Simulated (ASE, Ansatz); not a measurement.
# Electronic structure of generalised stacking fault on (111) (shuffle set) of a GaAs-GaSb solid solution (48 atoms)

Wanted: forces, charges and levels of generalised stacking fault on (111) (shuffle set) of a GaAs-GaSb solid solution (48 atoms).

Calculated with Ansatz 0.2.0; Kohn-Sham DFT, PBE, PAW (set soft_2), plane waves.

## Step 1: The structure

The cell holds 48 atoms: 24 Ga, 10 Sb and 14 As. Its edges and angles: a = 8.267 Å, b = 7.159 Å, c = 20.354 Å, α = 90.0°, β = 84.2°, γ = 90.0°. It derives from GaAs and GaSb. Zinc-blende GaAs lattice (a = 5.8453 Å, the value set for the mixture), cell with z along [111], 2 x 1 x 2 periods; the third cell vector is tilted by 0.500 of 1/2[1-10] and lengthened by 0 Å, so the cell holds one fault (shuffle set); displaced by a Gaussian of 0.01 Å; 10 of 24 As sites given to Sb at random (lattice constant by Vegard's rule between GaAs and GaSb).

Before any run, some limits are plain. The host structure and its lattice constant were typed by rule, without a check against the phase diagram. No spin–orbit coupling is included, so levels derived from the heavy atoms are approximate.

## Step 2: Plane-wave single point

One self-consistent run at the given positions yields energy and forces.

input.yaml reads:

```yaml
crystal:
  lattice:
    - [8.2665, 0.0, 0.0]
    - [0.0, 7.159, 0.0]
    - [2.06663, 0.0, 20.24871]
  atoms:
    - { symbol: Ga, position: [0.51731, 0.49949, 0.93768] }
    - { symbol: Sb, position: [0.73372, 0.4992, 0.06321] }
    - { symbol: Ga, position: [0.72393, 0.83, 0.10396] }
    - { symbol: As, position: [0.69136, 0.83388, 0.2295] }
    - { symbol: Ga, position: [0.01656, 0.49954, 0.93758] }
    - { symbol: As, position: [0.23529, 0.4992, 0.06177] }
    - { symbol: Ga, position: [0.22416, 0.82928, 0.10454] }
    - { symbol: As, position: [0.19277, 0.834, 0.22878] }
    - { symbol: Ga, position: [0.2653, 0.99956, 0.93837] }
    - { symbol: As, position: [0.48478, 0.99925, 0.06255] }
    - { symbol: Ga, position: [0.47517, 0.33332, 0.10376] }
    - { symbol: As, position: [0.44361, 0.3356, 0.22934] }
    - { symbol: Ga, position: [0.43111, 0.66593, 0.2709] }
    - { symbol: As, position: [0.40056, 0.66478, 0.39516] }
    - { symbol: Ga, position: [0.68419, 0.16793, 0.27045] }
    - { symbol: Sb, position: [0.65222, 0.16633, 0.39564] }
    - { symbol: Ga, position: [0.6383, 0.49978, 0.43723] }
    - { symbol: Sb, position: [0.61075, 0.49925, 0.56253] }
    - { symbol: Ga, position: [0.60222, 0.83457, 0.6035] }
    - { symbol: Sb, position: [0.56716, 0.83417, 0.7283] }
    - { symbol: Ga, position: [0.76762, 0.99944, 0.93813] }
    - { symbol: Sb, position: [0.98428, 0.00078, 0.06254] }
    - { symbol: Ga, position: [0.97242, 0.33452, 0.10452] }
    - { symbol: As, position: [0.94271, 0.33382, 0.22945] }
    - { symbol: Ga, position: [0.93414, 0.6683, 0.26992] }
    - { symbol: Sb, position: [0.90091, 0.66748, 0.3962] }
    - { symbol: Ga, position: [0.17936, 0.16454, 0.27121] }
    - { symbol: As, position: [0.15304, 0.16734, 0.3957] }
    - { symbol: Ga, position: [0.14085, 0.5001, 0.43672] }
    - { symbol: As, position: [0.10997, 0.50078, 0.56304] }
    - { symbol: Ga, position: [0.09997, 0.8358, 0.60407] }
    - { symbol: As, position: [0.06799, 0.83168, 0.72965] }
    - { symbol: Ga, position: [0.39118, 0.99942, 0.43695] }
    - { symbol: As, position: [0.35879, 0.00019, 0.56227] }
    - { symbol: Ga, position: [0.34875, 0.33277, 0.604] }
    - { symbol: As, position: [0.31801, 0.33311, 0.72967] }
    - { symbol: Ga, position: [0.30553, 0.66692, 0.77153] }
    - { symbol: Sb, position: [0.27632, 0.66746, 0.89552] }
    - { symbol: Ga, position: [0.5582, 0.16802, 0.77052] }
    - { symbol: Sb, position: [0.52518, 0.16664, 0.89623] }
    - { symbol: Ga, position: [0.8898, 0.99782, 0.43705] }
    - { symbol: Sb, position: [0.85869, 0.0022, 0.56253] }
    - { symbol: Ga, position: [0.85102, 0.33333, 0.60397] }
    - { symbol: As, position: [0.81669, 0.33141, 0.72925] }
    - { symbol: Ga, position: [0.80938, 0.66722, 0.77169] }
    - { symbol: As, position: [0.77364, 0.66543, 0.89609] }
    - { symbol: Ga, position: [0.05699, 0.16662, 0.77061] }
    - { symbol: Sb, position: [0.02782, 0.16416, 0.8957] }
kpoints:
  mp_grid: { grid: [2, 2, 1] }
hamiltonian:
  xc: pbe
scf:
  occupations: { method: fermi_dirac, width: 0.05 }
output:
  forces: true
  stress: true
  populations: true
  dos:
    method: { smearing: { sigma: 0.1 } }
    de: 0.1
    projected: { site_lists: { As: [As], Ga: [Ga], Sb: [Sb] } }
  eigenvalues: true
  write_density: true
  write_potential: true
  volumetric_format: npy
```

On the command line:

```sh
ansatz run input.yaml --threads 8 --pin off --max-ram 15872MiB --backend cpu --events-out ev --progress --plain --runs-dir out
```

Numbers of over 12 decimals in the logs are rounded to 6 here.

The program printed:

```text
Engine: ansatz 0.2.0, aarch64-unknown-linux-gnu
Pseudopotentials: kind: paw
Pseudopotential: Ga, paw, valence charge 13, recommended cutoff 420 eV (normal), Ga.paw.azcp
Pseudopotential: Sb, paw, valence charge 15, recommended cutoff 420 eV (normal), Sb.paw.azcp
Pseudopotential: As, paw, valence charge 15, recommended cutoff 420 eV (normal), As.paw.azcp
[... 5 lines on functional and potentials left out ...]
Crystal: 48 atoms, lattice volume = 1198.316 Å³
Basis set: ecut = 420 eV, 23361 PW (Γ), exchange–correlation on 120×96×288 points (8 copies of the dense FFT grid, shifted against one another)
Bands: 404, of which v1, the nominal top of the filled ones, is band 336 counted from 1 (335 counted from 0)
Symmetry: 1 space group operations
Space group: P1 (ITA 1), of the structure as read, at distance tolerance 1.1e-4 Å
k-points: 4
[... 7 lines on functional and potentials left out ...]
Initial density: superposition of atomic densities (neutral atoms: chi_scale 0, normalization atom), corrected by the library's trained network
Initial wavefunctions: pseudopotential atomic-orbital guess
Functional: x = pbe(κ = 0.804, μ = 0.219515), c = pbe(β = 0.066725)
SCF iter   1: F=—  HF=-223628.050873 eV  |F-HF|=—  |Δ(HF+E_count)|=         —  Δρ=2.10e-3  dr2=1.09e-1  ethr=1.77e-3  ⟨swp⟩=6.0  Hψ=5872  notcnv=0  defer=21
preconditioner: auto → LDOS  [metal: Δε(μ)=0.046 eV  Ē_g=14.065 eV  σ=0.050 eV  W_gap=0.23  n_scr=312 (ndim 8)  ℏωp=22.3 eV  f_vac=0.077  D(μ)=12.61/eV (n_scr^D=56)  β→1.0]
SCF iter   2: F=—  HF=-223628.008192 eV  |F-HF|=—  |Δ(HF+E_count)|=   4.27e-2  Δρ=1.31e-3  dr2=2.91e-2  ethr=1.61e-5  ⟨swp⟩=2.0  Hψ=2968  notcnv=0  defer=213
SCF iter   3: F=—  HF=-223628.000553 eV  |F-HF|=—  |Δ(HF+E_count)|=   7.64e-3  Δρ=5.93e-4  dr2=6.21e-3  ethr=4.33e-6  ⟨swp⟩=2.0  Hψ=2457  notcnv=0  defer=213
SCF iter   4: F=—  HF=-223627.997587 eV  |F-HF|=—  |Δ(HF+E_count)|=   2.97e-3  Δρ=1.49e-4  dr2=9.39e-4  ethr=9.24e-7  ⟨swp⟩=2.0  Hψ=2269  notcnv=0  defer=213
SCF iter   5: F=—  HF=-223627.997449 eV  |F-HF|=—  |Δ(HF+E_count)|=   1.38e-4  Δρ=6.43e-5  dr2=1.91e-4  ethr=1.40e-7  ⟨swp⟩=2.0  Hψ=2453  notcnv=0  defer=213
SCF iter   6: F=—  HF=-223627.997415 eV  |F-HF|=—  |Δ(HF+E_count)|=   3.37e-5  Δρ=2.08e-5  dr2=2.01e-5  ethr=2.83e-8  ⟨swp⟩=2.0  Hψ=2429  notcnv=0  defer=213
SCF iter   7: F=—  HF=-223627.997569 eV  |F-HF|=—  |Δ(HF+E_count)|=   1.55e-4  Δρ=8.57e-6  dr2=2.50e-6  ethr=2.99e-9  ⟨swp⟩=2.0  Hψ=2433  notcnv=0  defer=213
SCF iter   8: F=—  HF=-223627.997569 eV  |F-HF|=—  |Δ(HF+E_count)|=   9.55e-8  Δρ=3.09e-6  dr2=3.75e-7  ethr=3.72e-10  ⟨swp⟩=2.0  Hψ=2377  notcnv=0  defer=213
SCF iter   9: F=-223627.997569 eV  HF=-223627.997569 eV  |F-HF|=3.34e-8  |Δ(HF+E_count)|=   3.17e-8  Δρ=1.13e-6  dr2=4.68e-8  ethr=1.49e-11  ⟨swp⟩=14.5  Hψ=12778  notcnv=0
SCF 1 converged in 9 iterations: F = -223627.997569 eV  dr2 = 4.68e-8
  greatest PAW one-centre occupation: 0.999 electrons in one spin orbital (limit 2), on the As atom at site 45 (counted from 0), in its partial waves of l = 2
SCF converged after 9 iterations
Free energy (F): -223627.997569 eV
Harris-Foulkes:  -223627.997569 eV  (|F-HF|=3.34e-8)
Internal energy: -223627.897501 eV  (E = F + TS)
E sigma→0 (E₀):  -223627.947535 eV
Entropy (-TS):   -0.100069 eV (-2.085 meV/atom)
Fermi energy:    8.031350 eV
--- Per-component energies (eV) ---
  E_band       = -6972.945848
  E_kinetic    = 6301.854623
  E_local      = -93698.340060  (includes V_loc(G=0)·N_el)
  E_nonlocal   = 4429.745310
  E_hartree    = 45515.573476
  E_xc         = -4151.472413
  E_vxc        = -3463.576936  (∫ρ·V_xc dr)
  E_paw        = -119182.346345  (= ΣΔE_a)
  E_vpaw       = -11573.778808  (= ΣTr[D̂ρ^β])
  E_aug_tail   = -0.002624  (compensation charges beyond the density's cutoff)
  E_ewald      = -62842.909468
  E_smearing   = -0.100069  (= −TS)
  E_closure    = -0.000000  (closes the sum)
  Σ components = -223627.997569   (vs F -223627.997569, Δ=0.00e0)
--- Forces (eV/Å), atoms counted from 1 ---
  atom   1  Ga     0.74940536     0.48614744     0.72876942
  atom   2  Sb     0.05657328    -0.01574632    -1.38450843
  atom   3  Ga    -1.01325288     0.76018860     0.95699291
  atom   4  As     0.07462967     0.00329375     0.07789471
  atom   5  Ga    -1.03971246     0.37524877     0.72100759
  atom   6  As     0.04615005    -0.11430169    -0.15519374
  atom   7  Ga     0.96587052    -0.56753408     0.41204693
  atom   8  As     0.06342964    -0.04376505     0.19136706
  atom   9  Ga     0.13446764    -0.10140538     1.18048832
  atom  10  As    -0.07181161    -0.09070768    -0.13715146
  atom  11  Ga    -1.24176973    -0.86468623     0.69645523
  atom  12  As    -0.11891035    -0.20250976     0.09817775
  atom  13  Ga     0.00958428     0.02073264    -0.09702094
  atom  14  As    -0.03498318     0.12315358     0.17287436
[...]
atom  47  Ga    -0.01035321     0.07828001    -1.25188345
  atom  48  Sb    -0.11091043     0.36544735    -0.15665569
  max |Σ_I F_I| component: 3.90e-5 eV/Å
--- Stress (GPa, compression-positive) ---
        3.595599      -0.030762       0.094345
       -0.030762       3.313023      -0.711163
        0.094345      -0.711163       3.558052
  P = ⅓ Tr σ = 3.4889 GPa (34.889 kbar)
--- Band table (eV) ---
  k-point 0: bands = ["-27.4191", "-27.4113", "-27.4054", "-27.3930", [... 388 levels ...], "12.6811", "12.7383", "12.9230", "13.0234", "13.0516", "13.1660", "13.1787", "13.2264", "13.2454", "13.3925", "13.4355", "13.5670"]
[...]
--- Löwdin populations: 48 sites ---
  site symbol       q [e]
     0     Ga     13.1126
     1     Sb     14.6956
     2     Ga     13.1372
[...]
47     Sb     14.5753
  spilling = 0.001601 (of n_electrons = 672.000000)
```

Run time: 66 s. Hardware: 8 threads of Arm Neoverse V1, shared host; peak memory 8 GiB; 8.3 min of CPU time.

The run gave:

```
free energy                             : -223627.9976 eV
free energy per atom                    : -4658.9166 eV/atom
SCF cycles                              : 9
pressure                                : 3.489 GPa
r.m.s. force component                  : 0.5407 eV/Å
longest force                           : 1.666 eV/Å
Fermi energy                            : 8.031 eV
levels partly filled by over 2 per cent : 10
spilling of the projection              : 0.001601
```

Neighbours are counted within 2.98 Å (Ga-As), 3.05 Å (Ga-Sb), cutoffs set anew for this text.

Length of the force by element and coordination:

```csv
element,coordination,atoms,mean length of the force (eV/Å),spread,least,most
As,all,14,0.193,0.0784,0.0673,0.367
As,3,2,0.189,0.0094,0.179,0.198
As,4,12,0.194,0.0846,0.0673,0.367
Ga,all,24,1.20,0.358,0.0997,1.67
Ga,3,4,1.27,0.0975,1.15,1.40
Ga,4,20,1.19,0.388,0.0997,1.67
Sb,all,10,0.472,0.385,0.113,1.39
Sb,3,2,1.20,0.187,1.01,1.39
Sb,4,8,0.291,0.108,0.113,0.441
```

Löwdin charges by element and coordination (they lack the spilled electrons, 0.022 e an atom on average):

```csv
element,coordination,atoms,mean charge (e),spread,least,most
As,all,14,-0.0271,0.0347,-0.113,0.0049
As,3,2,-0.110,0.0029,-0.113,-0.107
As,4,12,-0.0132,0.0076,-0.0241,0.0049
Ga,all,24,-0.101,0.082,-0.241,0.0512
Ga,3,4,-0.146,0.0456,-0.225,-0.113
Ga,4,20,-0.0919,0.0846,-0.241,0.0512
Sb,all,10,0.388,0.0522,0.276,0.445
Sb,3,2,0.290,0.0144,0.276,0.304
Sb,4,8,0.412,0.019,0.393,0.445
```

Density of states as counts of states in windows of 1 eV (from the Fermi level), total and the larger projections:

```csv
from (eV),to (eV),total,Ga p,As p,Sb p,Ga s,As s,Ga d
-18,-16,0.0,0.0,0.0,0.0,0.0,0.0,0.0
-16,-15,81.8,0.1,0.1,0.2,0.0,0.2,81.1
-15,-14,158.2,0.1,0.3,0.1,0.0,0.4,157.2
-14,-13,0.0,0.0,0.0,0.0,0.0,0.0,0.0
-13,-12,0.7,0.0,0.0,0.0,0.3,0.3,0.0
-12,-11,12.0,2.1,0.2,0.2,2.7,5.2,0.2
-11,-10,23.6,5.1,0.3,0.4,2.9,10.6,0.5
-10,-9,11.5,2.8,0.2,0.1,1.0,1.8,0.2
-9,-8,0.1,0.0,0.0,0.0,0.0,0.0,0.0
-8,-7,1.0,0.1,0.1,0.3,0.5,0.0,0.0
-7,-6,24.3,1.8,5.0,4.8,11.3,0.7,0.0
-6,-5,11.4,1.1,2.6,1.9,4.2,0.7,0.0
-5,-4,7.2,1.0,1.7,1.4,2.0,0.4,0.0
-4,-3,25.1,8.6,7.9,5.8,1.6,0.5,0.1
-3,-2,30.9,10.7,12.0,6.6,0.9,0.2,0.1
-2,-1,29.1,9.0,12.3,6.9,0.4,0.1,0.1
-1,0,15.1,3.5,6.4,3.9,0.6,0.2,0.1
0,1,7.7,2.5,1.4,1.2,1.7,0.4,0.0
1,2,16.1,5.1,2.5,1.9,3.6,1.2,0.0
2,3,27.2,8.0,5.3,3.3,5.5,1.4,0.0
3,4,25.9,13.0,3.7,2.3,2.0,0.8,0.0
4,5,34.2,16.5,5.3,3.6,1.9,0.6,0.0
```

The stored curve holds about 432 of the 672 electrons; the rest, give or take the few that broadening carries across the Fermi level, lie in deeper levels below its range.

The levels nearest the highest filled one (over half full), pooled over k-points and spins:

```csv
level less the highest filled one (eV),occupation
-0.133,1.9
-0.100,1.82
-0.0696,1.69
-0.0322,1.44
-0.0069,1.21
0,1.14
0.0452,0.703
0.157,0.11
0.203,0.045
0.355,0.002
0.401,0.001
0.675,0
```

Electrostatic potential energy in the ca plane at fractional y = 0.000, with atoms of Ga and As and Sb within 0.2 Å of it. With pseudopotentials it is smooth inside the atoms' cores, unlike the true potential.

Ten even steps from '0' (-15 eV) to '9' (12 eV), each cell a mean:
```
99999999986200378631147899999988999987778999
99999999984000046300004899999999999998877889
99999999985000036100002799999999999998743468
99999999986200146300001799999999999998400027
98899999988643578510003799999999999997200005
88888999988777889863347899999999999998300005
87778899877788999988778899999899999998620026
88788899876688999999888899988788899998865568
98888999887788999999887889887677889988778899
99999999988788999999888899886667889987678999
99999999998655789988888999987777889987678999
99999999986200378743368999998888899988778999
99999999984000047526536999999999999998877899
99999999985000037359954899999999999998753478
99999999997200157449953899999999999998400027
98899999998643578733425899999999999997300005
88888999998888899975568999999999999998300004
87778899988889999998888999999999999998620026
88778899988889999999888899998888999998765568
98888999988889999999887889998778899988778889
99999999998888999998888899988777889987678999
99999999998756789877778899998888889987678999
```
Columns run along c (16.0 Å, from fractional 0.21 to 1.00 of the cell; values clipped at the 3rd and 97th percentile), rows up along a (8.3 Å). Atoms in or near the plane, at fractional coordinates: Ga at (0.94, 0.27), Ga at (0.94, 0.77), Ga at (0.44, 0.39), As at (0.56, 0.36), Ga at (0.44, 0.89), Sb at (0.56, 0.86).

Valence density in the ca plane at fractional y = 0.000, with atoms of Ga and As and Sb within 0.2 Å of it. It is the smooth field of the valence electrons, not physical close to the nuclei.

Values in e/Å³, 12 rows by 16 columns, each cell a mean:
```
 0  0  0  0  6  1  1  2  0  0  0  0  0  0  0  0
 0  0  0  0 13  3  3 11  0  0  0  0  0  0  1  0
 0  0  0  0  1  0  1  3  0  0  0  0  0  0 14  5
 0  0  0  0  0  0  0  0  0  0  0  0  0  0  3  1
 0  0  0  0  0  0  0  0  0  0  0  0  0  0  0  0
 0  0  0  0  0  0  0  0  0  0  0  0  0  0  0  0
 0  0  0  0  7  1  1  2  0  0  0  0  0  0  0  0
 0  0  0  0 13  3  3 15  0  0  0  0  0  0  1  0
 0  0  0  0  0  0  1  3  0  0  0  0  0  0 14  5
 0  0  0  0  0  0  0  0  0  0  0  0  0  0  3  2
 0  0  0  0  0  0  0  0  0  0  0  0  0  0  0  0
 0  0  0  0  0  0  0  0  0  0  0  0  0  0  0  0
```
Columns run along c (16.0 Å, from fractional 0.21 to 1.00 of the cell), rows up along a (8.3 Å). Atoms in or near the plane, at fractional coordinates: Ga at (0.94, 0.27), Ga at (0.94, 0.77), Ga at (0.44, 0.39), As at (0.56, 0.36), Ga at (0.44, 0.89), Sb at (0.56, 0.86).

Mean Löwdin charges: As -0.03, Ga -0.10, Sb +0.39 e. Charges this small depend on the projection, at times even in sign.

## Step 3: Structure statistics

These statistics describe the geometry on which the runs were made.

Density 5.46 g/cm³, 24.96 Å³ an atom.

Pair distribution functions g(r), in bins of 0.2 Å:

```csv
r (Å),total,Ga-Ga,Ga-As,Ga-Sb,As-As,As-Sb,Sb-Sb
2.50,5.95,0.00,12.00,11.80,0.00,0.00,0.00
2.70,0.00,0.00,0.00,0.00,0.00,0.00,0.00
2.90,0.00,0.00,0.00,0.00,0.00,0.00,0.00
3.10,0.00,0.00,0.00,0.00,0.00,0.00,0.00
3.30,0.31,0.00,0.53,0.74,0.00,0.00,0.00
3.50,0.26,0.52,0.00,0.00,0.00,0.80,0.74
3.70,0.00,0.00,0.00,0.00,0.00,0.00,0.00
3.90,0.00,0.00,0.00,0.00,0.00,0.00,0.00
4.10,6.40,12.80,0.00,0.00,13.45,13.00,11.20
4.30,0.24,0.00,0.37,0.62,0.00,0.00,0.00
4.50,0.06,0.08,0.00,0.10,0.00,0.16,0.00
4.70,0.27,0.54,0.00,0.00,0.23,0.48,1.33
4.90,4.45,0.00,9.25,8.35,0.00,0.00,0.00
5.10,0.00,0.00,0.00,0.00,0.00,0.00,0.00
5.30,0.12,0.00,0.10,0.43,0.00,0.00,0.00
5.50,0.22,0.44,0.00,0.00,0.33,0.23,1.27
5.70,0.00,0.00,0.00,0.00,0.00,0.00,0.00
5.90,1.48,2.91,0.08,0.00,2.99,3.29,1.67
6.10,0.43,0.17,0.55,0.88,0.13,0.27,0.00
6.30,2.65,0.17,5.10,5.15,0.00,0.09,0.74
6.50,0.01,0.00,0.03,0.00,0.00,0.00,0.00
6.70,0.30,0.00,0.57,0.62,0.00,0.00,0.00
6.90,0.21,0.42,0.00,0.00,0.21,0.65,0.20
7.10,3.87,7.70,0.00,0.00,8.35,7.45,7.40
7.30,0.16,0.03,0.35,0.26,0.00,0.00,0.00
7.50,1.77,0.71,2.90,2.73,0.53,0.86,0.69
7.70,0.77,0.00,1.64,1.40,0.00,0.00,0.00
7.90,0.52,0.39,0.69,0.83,0.46,0.05,0.00
```

Bonds by pair of elements; cutoffs follow the first minimum of g(r), held within bounds set by covalent radii, and pairs that aren't listed don't count as bonded (cutoffs were set anew for this text, so counts can differ from the run's own analysis):

```csv
pair A-B,cutoff (Å),bonds,mean length (Å),spread (Å),shortest (Å),B about A,A about B
Ga-As,2.98,54,2.53,0.015,2.50,2.25,3.86
Ga-Sb,3.05,38,2.53,0.015,2.50,1.58,3.8
```

How many atoms have how many bonded neighbours:

```csv
element,mean,3,4
As,3.86,2,12
Ga,3.83,4,20
Sb,3.8,2,8
```

Bond angles, per cent of each kind in bins of 5°:

```csv
angle (°),Ga-As-Ga,As-Ga-Sb,Ga-Sb-Ga,As-Ga-As,Sb-Ga-Sb
105–110,80.8,93.8,81.5,76.6,80.0
110–115,19.2,6.2,18.5,23.4,20.0
```

Bond angles (no mean is given where the spread exceeds 20°):

```csv
angle,count,mean (°),spread (°)
Ga-As-Ga,78,110,0.6
As-Ga-Sb,65,109,0.5
Ga-Sb-Ga,54,110,0.5
As-Ga-As,47,110,0.5
Sb-Ga-Sb,20,109,0.5
```

Bond length by coordination (bonds to H left out):

```csv
element,coordination,atoms,mean bond length (Å)
As,3,2,2.54
As,4,12,2.53
Ga,3,4,2.53
Ga,4,20,2.53
Sb,3,2,2.53
Sb,4,8,2.53
```

Rings of the network by King's shortest-path rule, up to 12 atoms, one path for each pair of neighbours; H, halogens, alkali and alkaline-earth atoms are left out, and the last column divides by all other atoms, bonded or not:

```csv
ring size (atoms),rings,per network atom
6,84,1.75
```

By these cutoffs 86 % of As atoms have 4, 83 % of Ga atoms have 4 and 80 % of Sb atoms have 4 bonded neighbours. The Ga-As-Ga angle averages 110° with a spread of 0.6°. All rings counted have 6 atoms.

Local excerpt of 8 atoms (numbers count through the whole input) about Ga5, which has 3 bonded neighbours where the commonest count for Ga is 4; x, y, z are measured from there.

```csv
atom,x,y,z,distance (Å),bonds,Löwdin charge (e),Fx,Fy,Fz (eV/Å)
Ga5,0.00,0.00,0.00,0.00,3,-0.12,-1.04,0.38,0.72
Sb38,2.06,1.20,-0.85,2.53,4,0.45,0.07,0.12,0.42
Sb48,0.01,-2.40,-0.85,2.55,4,0.42,-0.11,0.37,-0.16
As46,-2.09,1.19,-0.84,2.55,4,0.00,0.25,0.27,-0.04
As6,2.06,0.00,2.51,3.25,3,-0.11,0.05,-0.11,-0.16
Sb2,-2.08,0.00,2.54,3.28,3,0.30,0.06,-0.02,-1.38
Ga23,-0.02,-1.18,3.38,3.58,4,-0.14,1.20,0.34,0.90
Ga37,2.05,1.20,-3.36,4.11,4,-0.16,-0.84,-0.45,-1.16
```

The column of bonds counts only the pairs Ga-As within 2.98 Å, Ga-Sb within 3.05 Å; other neighbours, such as metal atoms beside each other in a compound, aren't counted, and periodic images can show an atom twice.

## Step 4: Outcome

```
free energy per atom       : -4658.9166 eV/atom
density                    : 5.46 g/cm³
pressure                   : 3.489 GPa
r.m.s. force component     : 0.5407 eV/Å
wall time of the 1 DFT run : 66 s
```

In words: 10 levels are partly filled, by over 2 % (on the run's k-points): no clear gap opens at this level. Counting bonds as in the table, 86 % of As atoms have 4, 83 % of Ga atoms have 4 and 80 % of Sb atoms have 4 bonded neighbours.

What to keep in mind: The geometry was built by rule, was displaced at random and isn't relaxed at this level: its force components are 0.54 eV/Å r.m.s. The pressure of 3.5 GPa belongs to a cell and atoms that aren't relaxed at this level.

[Logs are printed without paths, hosts, clocks, repeated set-up lines and the standing remarks that a program may print on its own settings, such as how far it seeks lower states.]

[Hosts, paths, dates, database ids (printed as entryN), source tags and the programs' standing remarks are cut or masked in the printed files.]
